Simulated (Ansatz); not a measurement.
# What CaSiS3 in R-3c, a phase reached by a soft mode distorts into

Wanted: the energy along a soft mode of CaSiS3 in R-3c, a phase reached by a soft mode and the structure at the end.

Program: Ansatz 0.2.0. Level of theory: DFT LDA, scalar-relativistic, plane waves, PAW; PAW set soft_1. Results are calculated unless marked as measured.

Report form: the programs' logs are mostly left out.

The structure was built from a prototype and need not be the compound's stable phase.

## (1) The structure

The structure is trigonal, space group R-3c (No. 167). Conventional cell: a = 6.501 Å, b = 6.501 Å, c = 14.661 Å, α = 90.00°, β = 90.00°, γ = 120.00°. Nearest to Ca lie 9 S at 2.68 to 3.13 Å. Nearest to Si lie 6 S at 2.31 Å. Nearest to S lie 2 Si at 2.31 Å and 3 Ca at 2.68 to 3.13 Å. Farther neighbours and most contacts between anions are not listed.

## (2) Linear response at the zone centre

This phase was reached earlier by freezing in an unstable mode of a structure of higher symmetry and relaxing. Its zone-centre modes can show that it is still unstable.

The input, input.yaml:

```yaml
crystal:
  lattice:
    - [3.2503872302, 1.8766119423, 4.8869535632]
    - [-3.2503872302, 1.8766119423, 4.8869535632]
    - [0.0, -3.7532238846, 4.8869535632]
  atoms:
    - { symbol: Ca, position: [0.75, 0.75, 0.75] }
    - { symbol: Ca, position: [0.25, 0.25, 0.25] }
    - { symbol: Si, position: [0.5, 0.5, 0.5] }
    - { symbol: Si, position: [0.0, 0.0, 0.0] }
    - { symbol: S, position: [0.1621770971, 0.75, 0.3378229029] }
    - { symbol: S, position: [0.8378229029, 0.25, 0.6621770971] }
    - { symbol: S, position: [0.3378229029, 0.1621770971, 0.75] }
    - { symbol: S, position: [0.6621770971, 0.8378229029, 0.25] }
    - { symbol: S, position: [0.75, 0.3378229029, 0.1621770971] }
    - { symbol: S, position: [0.25, 0.6621770971, 0.8378229029] }
kpoints:
  mp_grid: { grid: [6, 6, 6] }
hamiltonian:
  xc: lda
  pseudopotentials: { kind: paw, azcp: { folder: soft_1 }, xc_functional: pbe }
scf:
  occupations: { method: fixed }
output:
  eigenvalues: true
phonons:
  method: dfpt
  dielectric: true
  rigid_motions: translations
```

On the command line:

```sh
$ ansatz run input.yaml --threads 4 --pin off --max-ram 16384MiB --backend cpu --events-out ev --progress --plain --runs-dir out
```

The job ended after 4.8 min (4 threads of Arm Neoverse V1, shared host; peak memory 3.2 GiB).

This step gave:

| Property | Result |
| --- | --- |
| gap on the k-mesh | 0.5368 eV |
| volume per atom | 17.89 Å³ |
| sum-rule residual before enforcement | 9.87e-5 eV/Å² |
| miss of the charge sum rule | 0.009006 e |
| estimated error of the dielectric tensor | 0.07654 |
| estimated error of the Born charges | 0.04126 e |
| point group | -3m |
| highest optical mode at the zone centre (no LO-TO term) | 385.2 cm⁻¹ |
| lowest optical zone-centre mode | -76.91 cm⁻¹ |
| mean high-frequency dielectric constant | 12.64 |
| largest Born charge (third of the trace) | 4.635 e |
| top of the zone-centre spectrum with the field | 414.8 cm⁻¹ |

Patterns of degenerate modes are one choice out of their space. Modes at Γ, with each element's share of the kinetic energy (negative means imaginary):

```csv
mode,frequency (cm⁻¹),symmetry,Ca %,Si %,S %
1,-76.9,Eu,4,11,85
2,-76.9,Eu,4,11,85
3,-70.2,A2u,53,4,42
4,0.0,acoustic,24,17,59
5,0.0,acoustic,24,17,59
6,0.0,acoustic,24,17,59
7,37.7,A2g,100,0,0
8,82.7,Eg,11,0,89
9,82.7,Eg,11,0,89
10,126.2,A2u,22,59,19
11,131.2,Eu,25,59,17
12,131.2,Eu,25,59,17
13,132.1,A2g,0,0,100
14,169.4,Eg,67,0,33
15,169.4,Eg,67,0,33
16,241.2,A1g,0,0,100
17,252.4,Eg,4,0,96
18,252.4,Eg,4,0,96
19,265.7,Eu,42,17,41
20,265.7,Eu,42,17,41
21,277.3,A2u,0,20,80
22,291.7,A1u,0,9,91
23,328.6,Eg,18,0,82
24,328.6,Eg,18,0,82
25,363.8,A1u,0,91,9
26,367.3,A2g,0,0,100
27,367.4,Eu,2,30,69
28,367.4,Eu,2,30,69
29,385.2,Eu,3,67,30
30,385.2,Eu,3,67,30
```

Displacements in mode 1 (-76.9 cm⁻¹), the largest set to 1:
```
Ca1 -0.04  0.30  0.00
Ca2 -0.04  0.30  0.00
Si3 -0.26  0.52  0.00
Si4  0.12  0.57  0.00
S5   0.43 -0.12 -0.62
S6   0.43 -0.12 -0.62
S7  -0.02 -0.71  1.00
S8  -0.02 -0.71  1.00
S9  -0.30 -0.02 -0.38
S10 -0.30 -0.02 -0.38
```

Displacements in mode 19 (265.7 cm⁻¹), the largest set to 1:
```
Ca1 -0.02  1.00  0.00
Ca2 -0.02  1.00  0.00
Si3 -0.72  0.22  0.00
Si4  0.71  0.25  0.00
S5  -0.16 -0.58  0.26
S6  -0.16 -0.58  0.26
S7   0.02 -0.29 -0.51
S8   0.02 -0.29 -0.51
S9   0.18 -0.59  0.24
S10  0.18 -0.59  0.24
```

Before it was imposed, the acoustic sum rule was missed by 9.9e-5 eV/Å² and the charge sum rule by 0.0090 e. Small misses are needed for a sound result but don't prove that mesh and cutoff are converged. The lowest optical mode is imaginary, 76.9i cm⁻¹, so the energy falls along it.

The log warns of the k mesh: “the force constants stand on the 6×6×6 k-mesh, whose period is 13.03 times the interband length at k = (0.0000, 0.0000, 0.0000), direct gap 0.647 eV, under 14: take them and everything formed from them as unconverged”.

## (3) The mode frozen in, largest atomic shift 0 Å

The mode followed lies at Γ with frequency 76.9i cm⁻¹ and is 2-fold degenerate, the softest among the wavevectors solved. At small amplitude the distorted cell has space group no. 9 by a symmetry search on the positions. The undistorted cell that holds it gives the zero of energy on the same k mesh.

Changes to input.yaml since step 2:

```diff
@@ -22,8 +22,6 @@
 scf:
-  occupations: { method: fixed }
+  occupations: { method: gaussian, width: 0.02 }
 output:
+  forces: true
+  stress: true
   eigenvalues: true
-phonons:
-  method: dfpt
-  dielectric: true
-  rigid_motions: translations
```

Wall time 4.6 s (4 threads); peak memory 0.56 GiB; 17 s of CPU time.

This step gave:

| Quantity | Value |
| --- | --- |
| pressure | 0.003502 GPa |
| gap on the k-mesh | 0.5369 eV |
| energy from the undistorted cell | 0 meV/atom |

At this level the gap is 0.54 eV on the k-mesh of the self-consistent run, which can miss the band edges.

## (4) The mode frozen in, largest atomic shift 0.22 Å

The atoms are moved along the unstable eigenvector, the largest shift by 0.22 Å, with the cell fixed.

input.yaml, the sections that differ from step 3:

```yaml
crystal:
  lattice:
    - [3.2503872302, 1.8766119423, 4.8869535632]
    - [-3.2503872302, 1.8766119423, 4.8869535632]
    - [0.0, -3.7532238846, 4.8869535632]
  atoms:
    - { symbol: Ca, position: [0.7594460531, 0.7452769734, 0.7452769734] }
    - { symbol: Ca, position: [0.2594460531, 0.2452769734, 0.2452769734] }
    - { symbol: Si, position: [0.5172607945, 0.4966840098, 0.4860551957] }
    - { symbol: Si, position: [0.0172607945, -0.0139448043, -0.0033159902] }
    - { symbol: S, position: [0.1661063948, 0.7673938693, 0.3348926837] }
    - { symbol: S, position: [0.8417522006, 0.2673938693, 0.6592468778] }
    - { symbol: S, position: [0.3417522006, 0.1592468778, 0.7673938693] }
    - { symbol: S, position: [0.6661063948, 0.8348926837, 0.2673938693] }
    - { symbol: S, position: [0.7152122614, 0.3368238245, 0.1611780186] }
    - { symbol: S, position: [0.2152122614, 0.6611780186, 0.8368238245] }
# kpoints, hamiltonian, scf, output: as in step 3
```

The job ended after 15 s (4 threads; peak memory 0.67 GiB).

Numbers from this step:

```
pressure                         : 0.5422 GPa
gap on the k-mesh                : 0.7423 eV
energy from the undistorted cell : -3.137 meV/atom
```

The energy, extrapolated to zero smearing, is -3.14 meV/atom against the undistorted cell.

The run ends at a pressure of 0.54 GPa, with forces up to 0.076 eV/Å.

## (5) Energy along the mode, all amplitudes (two of the runs are shown above)

An imaginary frequency means negative curvature, so the energy should fall and then rise again as anharmonic terms take over.

Numbers from this step:

| Quantity | Value |
| --- | --- |
| depth at the lowest point sampled | 3.137 meV/atom |
| largest atomic shift at that point | 0.22 Å |

The energy from the parent by largest atomic shift:

```csv
largest atomic shift (Å),energy from the parent (meV/atom)
0.000,0
0.040,-0.196
0.080,-0.745
0.140,-1.96
0.220,-3.14
0.320,-0.229
0.450,21.2
```

Displacement at unit largest shift by atom:

```csv
atom,x (Å),y (Å),z (Å),size
Ca1,0.209,0.121,0.000,0.241
Ca2,0.209,0.121,0.000,0.241
Si3,0.304,0.357,0.000,0.469
Si4,0.461,0.085,0.000,0.469
S5,-0.199,0.232,0.409,0.511
S6,-0.199,0.232,0.409,0.511
S7,0.101,-0.288,0.409,0.510
S8,0.101,-0.288,0.409,0.510
S9,-0.499,-0.288,-0.817,1.000
S10,-0.499,-0.288,-0.817,1.000
```

The lowest of the steps tried is at 0.22 Å, 3.14 meV/atom below the parent; the bottom of the well need not coincide with a step.

## (6) Relaxing from the distorted cell

Starting from the lowest point found, all atoms and the cell are let go, so that strain and other modes of the same symmetry can join in.

Changes to input.yaml since step 4:

```diff
@@ -22,3 +22,3 @@
 scf:
-  occupations: { method: gaussian, width: 0.02 }
+  occupations: { method: fixed }
 output:
@@ -27 +27,6 @@
   eigenvalues: true
+relax:
+  adjacent_minimum: "off"
+  f_tol: 0.002
+  max_steps: 120
+  cell: { stress_tol: 0.03 }
```

Run time: 5.6 min. Hardware: 4 threads; peak memory 0.73 GiB; 22 min of CPU time.

The steps of the relaxation (22 of 24):

```csv
step,energy less that of the first step (eV),largest force component (eV/Å),pressure (GPa),volume (Å³)
1,0.0000,0.0613,0.54,178.85
2,-0.0067,0.0586,-0.02,180.20
3,-0.0097,0.0527,-0.03,180.27
4,-0.0153,0.1263,-0.13,180.69
5,-0.0180,0.2467,0.03,181.64
6,-0.1563,0.2359,0.44,182.26
8,-0.2840,0.2789,0.30,183.62
9,-0.4283,0.2096,0.31,184.71
10,-0.6091,0.3088,0.16,186.21
11,-0.8110,0.2824,0.43,186.24
12,-0.8874,0.1514,-0.07,188.16
13,-0.8956,0.0986,-0.08,188.91
14,-0.8997,0.0723,0.03,188.05
15,-0.9020,0.0245,-0.02,188.25
16,-0.9023,0.0134,-0.04,188.29
17,-0.9023,0.0015,0.01,188.17
19,-0.9403,0.0119,0.02,189.01
20,-0.9406,0.0072,0.01,189.10
21,-0.9406,0.0042,0.00,189.13
22,-0.9406,0.0023,0.00,189.13
23,-0.9406,0.0003,0.00,189.13
24*,-0.9408,0.0003,0.00,189.13
```

Relaxation steps marked * repeat the geometry before them on a plane-wave basis chosen anew for their cell, so energy and pressure can jump there. Other such steps can lie between the rows shown. Relaxation step 7 was tried and not accepted.

The run keeps the 2 symmetry operations that it works with, so distortions that break them were not tested.

```csv
cell as run,before,after,change
a (Å),6.162,5.904,-4.2 %
b (Å),6.162,6.844,+11.1 %
c (Å),6.162,6.844,+11.1 %
α (°),63.67,50.79,-20.2 %
β (°),63.67,64.87,+1.9 %
γ (°),63.67,64.87,+1.9 %
volume (Å³/atom),17.89,18.91,+5.7 %
```

The atoms that moved most (Å, as changes of fractional coordinates times the final cell):

```csv
atom,dx,dy,dz,length
S6,-0.171,0.082,0.385,0.430
S7,-0.014,-0.189,0.385,0.430
Ca1,-0.095,0.112,-0.366,0.394
Ca2,0.049,-0.138,-0.366,0.394
S10,-0.253,0.120,0.180,0.333
S9,-0.022,-0.279,0.180,0.333
Si4,0.227,0.098,-0.201,0.319
Si3,0.199,0.148,-0.201,0.319
```

Numbers from this step:

| Item | Value |
| --- | --- |
| pressure | -0.001274 GPa |
| gap on the k-mesh | 1.224 eV |
| volume per atom | 18.91 Å³ |

The distorted start has space group Cc; the relaxation ends in Cc.

## (7) The new phase in its own primitive cell

The relaxed structure is symmetrised, reduced to its primitive cell and relaxed tightly, as its phonons need.

The input, input.yaml:

```yaml
crystal:
  lattice:
    - [6.1829645665, -2.9351589455, 0.0]
    - [6.1829645665, 2.9351589455, 0.0]
    - [-2.7751943148, 0.0, 5.2108091537]
  atoms:
    - { symbol: Ca, position: [0.7478508846, 0.2969107802, 0.7239917486] }
    - { symbol: Ca, position: [0.2969107802, 0.7478508846, 0.2239917486] }
    - { symbol: Si, position: [0.0274542853, 0.5478970176, 0.5426730402] }
    - { symbol: Si, position: [0.5478970176, 0.0274542853, 0.0426730402] }
    - { symbol: S, position: [0.7487993122, 0.6556146478, 0.1741082509] }
    - { symbol: S, position: [0.1772608589, 0.3388632054, 0.8559061094] }
    - { symbol: S, position: [0.3388632054, 0.1772608589, 0.3559061094] }
    - { symbol: S, position: [0.6556146478, 0.7487993122, 0.6741082509] }
    - { symbol: S, position: [0.1810256426, 0.7781010699, 0.7030985552] }
    - { symbol: S, position: [0.7781010699, 0.1810256426, 0.2030985552] }
kpoints:
  mp_grid: { grid: [6, 6, 6] }
hamiltonian:
  xc: lda
  pseudopotentials: { kind: paw, azcp: { folder: soft_1 }, xc_functional: pbe }
scf:
  occupations: { method: fixed }
output:
  forces: true
  stress: true
  eigenvalues: true
relax:
  adjacent_minimum: "off"
  f_tol: 0.001
  max_steps: 60
  cell: { stress_tol: 0.01 }
```

It took 38 s on 4 threads; peak memory 0.72 GiB.

Little changed from the start: no atom moved by 0.005 Å and no cell edge by 0.1 %.

This step gave:

```yaml
pressure: -0.001275 GPa
direct_gap_on_mesh: 1.337 eV
```

The largest force component left is 0.23 meV/Å and the pressure is -0.001 GPa, within the tolerances set. The cell now holds 18.91 Å³/atom.

## (8) Modes of the new phase

A relaxed structure may still be a saddle point, so its zone-centre modes are computed. The response to a homogeneous field gives the Born charges and the dielectric tensor.

Changes to input.yaml since step 7:

```diff
@@ -24,9 +24,6 @@
 output:
-  forces: true
-  stress: true
   eigenvalues: true
-relax:
-  adjacent_minimum: "off"
-  f_tol: 0.001
-  max_steps: 60
-  cell: { stress_tol: 0.01 }
+phonons:
+  method: dfpt
+  dielectric: true
+  rigid_motions: translations
```

Elapsed: 11 min, on 4 threads; peak memory 3.6 GiB.

Numbers from this step:

| Quantity | Value |
| --- | --- |
| sum-rule residual before enforcement | 1.83e-4 eV/Å² |
| miss of the charge sum rule | 0.04008 e |
| estimated error of the dielectric tensor | 0.04468 |
| estimated error of the Born charges | 0.03646 e |
| point group | m |
| highest optical mode at the zone centre (no LO-TO term) | 517.1 cm⁻¹ |
| lowest optical zone-centre mode | 104.4 cm⁻¹ |
| mean high-frequency dielectric constant | 9.398 |
| largest Born charge (third of the trace) | 3.587 e |
| mean static dielectric constant | 17.91 |
| top of the zone-centre spectrum with the field | 544.5 cm⁻¹ |

Patterns of degenerate modes are one choice out of their space. Modes at Γ, with each element's share of the kinetic energy:

```csv
mode,frequency (cm⁻¹),symmetry,Ca %,Si %,S %
1,0.0,acoustic,24,17,59
2,0.0,acoustic,24,17,59
3,0.0,acoustic,24,17,59
4,104.4,A'',37,5,58
5,116.5,A',31,5,64
6,132.8,A'',63,6,30
7,139.9,A',71,2,27
8,145.3,A'',45,2,53
9,146.2,A',31,14,55
10,162.1,A'',64,10,27
11,166.1,A',23,5,73
12,183.7,A',34,3,63
13,184.2,A'',17,24,59
14,192.2,A'',13,0,87
15,197.9,A'',3,22,75
16,203.6,A',33,28,40
17,219.8,A'',17,17,66
18,220.2,A',4,12,85
19,231.9,A',7,4,89
20,268.5,A'',11,19,70
21,269.1,A',14,13,73
22,315.6,A',4,11,85
23,317.0,A'',6,2,92
24,369.2,A'',0,29,71
25,383.1,A',0,41,59
26,393.0,A'',0,41,58
27,408.3,A'',1,44,56
28,417.1,A',0,67,33
29,511.6,A'',0,61,39
30,517.1,A',0,61,39
```

Displacements in mode 4 (104.4 cm⁻¹), the largest set to 1:
```
Ca1 -0.96  0.98 -0.42
Ca2  0.96  0.98  0.42
Si3 -0.25 -0.52  0.27
Si4  0.25 -0.52 -0.27
S5   0.56 -0.74  0.09
S6  -1.00 -0.71 -0.61
S7   1.00 -0.71  0.61
S8  -0.56 -0.74 -0.09
S9  -0.57  0.68  0.73
S10  0.57  0.68 -0.73
```

Displacements in mode 16 (203.6 cm⁻¹), the largest set to 1:
```
Ca1  0.88  0.54  0.42
Ca2  0.88 -0.54  0.42
Si3 -0.01 -0.80 -0.92
Si4 -0.01  0.80 -0.92
S5  -0.45 -0.20  0.14
S6   0.09  1.00 -0.09
S7   0.09 -1.00 -0.09
S8  -0.45  0.20  0.14
S9  -0.72 -0.15  0.23
S10 -0.72  0.15  0.23
```

Optical modes at the zone centre, without and with the macroscopic field of the longitudinal modes; each column is sorted by frequency, so a row need not hold one and the same mode. Modes with and without the field, by row:

```csv
rank among optical modes,no field (cm⁻¹),"q along (1, 0, 0) (cm⁻¹)","q along (0, 1, 0) (cm⁻¹)","q along (0, 0, 1) (cm⁻¹)"
1,104.4,104.4,108.1,104.4
2,116.5,116.6,116.5,119.2
3,132.8,132.8,133.1,132.8
4,139.9,141.4,139.9,140
5,145.3,145.3,145.7,145.3
6,146.2,147,146.2,146.2
7,162.1,162.1,162.4,162.1
8,166.1,167.5,166.1,166.1
9,183.7,184.2,183.7,184.2
10,184.2,185.6,184.2,192.2
11,192.2,192.2,192.3,192.3
12,197.9,197.9,198.1,197.9
13,203.6,215.7,203.6,207.1
14,219.8,219.8,220.2,219.8
15,220.2,229,231.9,229.1
16,231.9,241.5,241.8,242.2
17,268.5,268.5,269.1,268.5
18,269.1,276.5,291.3,281.6
19,315.6,317,315.6,317
20,317,319,325.2,324.9
21,369.2,369.2,371,369.2
22,383.1,391.6,383.1,393
23,393,393,406.3,408.3
24,408.3,408.3,417.1,409.3
25,417.1,418.4,434,417.6
26,511.6,511.6,511.6,511.6
27,517.1,544.5,517.1,524.5
```

Born charge (rows field, columns displacement) (e), principal values of the symmetric part by kind of site:

```csv
atom,atoms with these values,low,middle,high,mean
Ca1,2,2.26,2.45,2.91,2.54
Si3,2,2.70,3.86,4.20,3.59
S5,2,-2.86,-2.38,-1.44,-2.23
S6,2,-2.12,-2.05,-1.51,-1.89
S9,2,-2.36,-1.86,-1.79,-2.01
```

In full for S5:

```
-1.59 -0.26  0.40
-0.51 -2.62  0.25
 0.01  0.06 -2.48
```

High-frequency dielectric tensor:

```
 7.79  0.00 -2.13
 0.00  9.93  0.00
-2.13  0.00 10.48
```

Static dielectric tensor (ions relaxed, fixed cell):

```
13.84  0.00 -3.87
 0.00 19.81  0.00
-3.87  0.00 20.09
```

Transverse modes. Lines of the infrared spectrum (strongest = 100):

```csv
position (cm⁻¹),lines merged,relative intensity
104,1,5.0
116,1,4.5
133,1,0.6
140,1,2.9
145,1,0.8
146,1,1.1
162,1,0.7
166,1,3.1
184,2,35
192,1,0.3
198,1,0.7
204,1,41
220,2,100
232,1,7.9
268,1,37
269,1,26
316,1,21
317,1,12
369,1,6.7
383,1,65
393,1,57
408,1,6.1
417,1,2.5
512,1,0.1
517,1,76
```

Before it was imposed, the acoustic sum rule was missed by 1.8e-4 eV/Å² and the charge sum rule by 0.040 e. The charge miss is large and points to the mesh or the basis. The lowest optical mode is real, 104 cm⁻¹.

The log warns of the k mesh: “the force constants stand on the 6×6×6 k-mesh, whose period is 11.41 times the interband length at k = (0.0000, 0.0000, 0.0000), direct gap 1.342 eV, under 14: take them and everything formed from them as unconverged”.

## (9) What came out

| Quantity | Value |
| --- | --- |
| unstable mode of the parent | q = (0, 0, 0), 77i cm⁻¹ |
| depth at the lowest point sampled | 3.14 meV/atom |
| largest atomic shift at that point | 0.22 Å |
| space group reached (within 0.01 Å) | Cc |
| energy gained over the parent (first relaxation, on the mesh of the frozen mode) | 97.2 meV/atom |
| volume per atom, phase reached | 18.9 Å³ |
| gap on the k-mesh, phase reached | 1.22 eV |
| lowest optical zone-centre mode, phase reached | 104 cm⁻¹ |
| highest optical mode at the zone centre (no LO-TO term), phase reached | 517 cm⁻¹ |

What this shows: Along this mode the structure falls into Cc, 97.2 meV/atom below the parent. At the parent's cell the well is 3.137 meV/atom deep on the steps tried, with its lowest point at a shift of 0.22 Å. Relaxing atoms and cell changes the gain by +94.08 meV/atom against the lowest step (energies at zero smearing). Most of the total comes from this relaxation. The new phase has no imaginary mode at the zone centre of its cell; other wavevectors were not checked. Of the 2 patterns followed to their end from this parent, this one reaches the lowest energy. Each path keeps the symmetry of its pattern, so a lower phase may lie along a pattern not tried. With the field response the log warns that the k mesh is coarse for the force constants too, so the frequencies may not be converged. The PAW files were made for PBE and serve the other functionals too. The starting cell was built on a prototype and not taken from a measurement, so the phase need not exist.

[Logs are printed without paths, hosts, clocks, repeated set-up lines and the standing remarks that a program may print on its own settings, such as how far it seeks lower states.]

[Hosts, paths, dates, database ids (printed as entryN), source tags and the programs' standing remarks are cut or masked in the printed files.]
